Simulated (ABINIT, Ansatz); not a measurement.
Records of electronic-structure calculations.

### How the form of the self-energy moves the gap of SiC (Moissanite)

The structure is hexagonal, space group P6_3mc (No. 186). Conventional cell: a = 3.081 Å, b = 3.081 Å, c = 15.125 Å, α = 90.00°, β = 90.00°, γ = 120.00°. Nearest to Si lie 4 C at 1.88 to 1.90 Å. Nearest to Si lie 4 C at 1.89 Å. Nearest to C lie 4 Si at 1.88 to 1.89 Å. Nearest to C lie 4 Si at 1.89 Å. Nearest to C lie 4 Si at 1.89 to 1.90 Å. Farther neighbours, and contacts between anions beyond the nearest, are not listed.

- method: RPA screening on PBE, plane waves, norm-conserving pseudopotentials (and 4 further levels or steps)
- program: ABINIT 10.8.3
- settings: cutoff 37 Ha, PseudoDojo scalar-relativistic 0.4.1 standard, norm-conserving, ngkpt (6, 6, 1), nband 257, ecuteps 5.2 Ha, gwcalctyp 2, nfreqre 16, nfreqim 8, inclvkb 2, freqremax 40 eV, spmeth 1, nomegasf 120, shiftk (0, 0, 0), symchi 1, awtr 1, frequency cd, 6×6×1 k-mesh
- cost: 9 runs, 18 min in all on 8 MPI ranks of Arm Neoverse V2, shared host
- notes: The program’s warnings: Min real frequency set to default [Ha] = and nproc spkpt=  >= nkpt= * nsppol=. The cell and positions come from the Crystallography Open Database and are kept as given unless a step says otherwise. Static COHSEX lies above G0W0: it lacks the factor Z and overstates the Coulomb hole of the filled states. The 6×6×1 mesh is coarse for this cell, which bears on the long-range parts of exchange and screening.
- G0W0, Godby-Needs plasmon pole: 2.649 eV
- G0W0, Hybertsen-Louie plasmon pole: 2.679 eV
- G0W0, von der Linden-Horsch plasmon pole: 2.603 eV
- one-shot COHSEX: 3.504 eV
- one-shot Hartree-Fock: 8.843 eV
- G0W0, contour deformation: 2.701 eV
- known limits: short of the basis limit; coarse k mesh

G0W0, Hybertsen-Louie plasmon pole: +0.030 eV against G0W0, Godby-Needs plasmon pole. G0W0, von der Linden-Horsch plasmon pole: −0.046 eV against G0W0, Godby-Needs plasmon pole.

[Paths, hosts, dates, memory and timing lines, banners, echoed tables and standing remarks are left out of the program output; an Ansatz launch command may be rebuilt from the run's recorded settings. Measured values are a selection of at most five: reports struck by readers or far from the other reports are left out. None is set beside runs whose start may be inverted or whose files or cutoffs have a known fault.]

[Runs of the session that timed out or met a known fault of the program may be left out.]

[Hosts, paths, dates, database ids (printed as entryN), source tags and the programs' standing remarks are cut or masked in the printed files.]

[G0W0 gaps are taken among the corrected bands and points alone; a level outside them can change the order at an edge.]

[Where Ansatz stands beside ABINIT at settings called matched, ABINIT's density can come from a denser mesh and the files from another edition; pairs whose starting gaps differed by over 0.03 eV were left out, so agreement reads better than it is.]
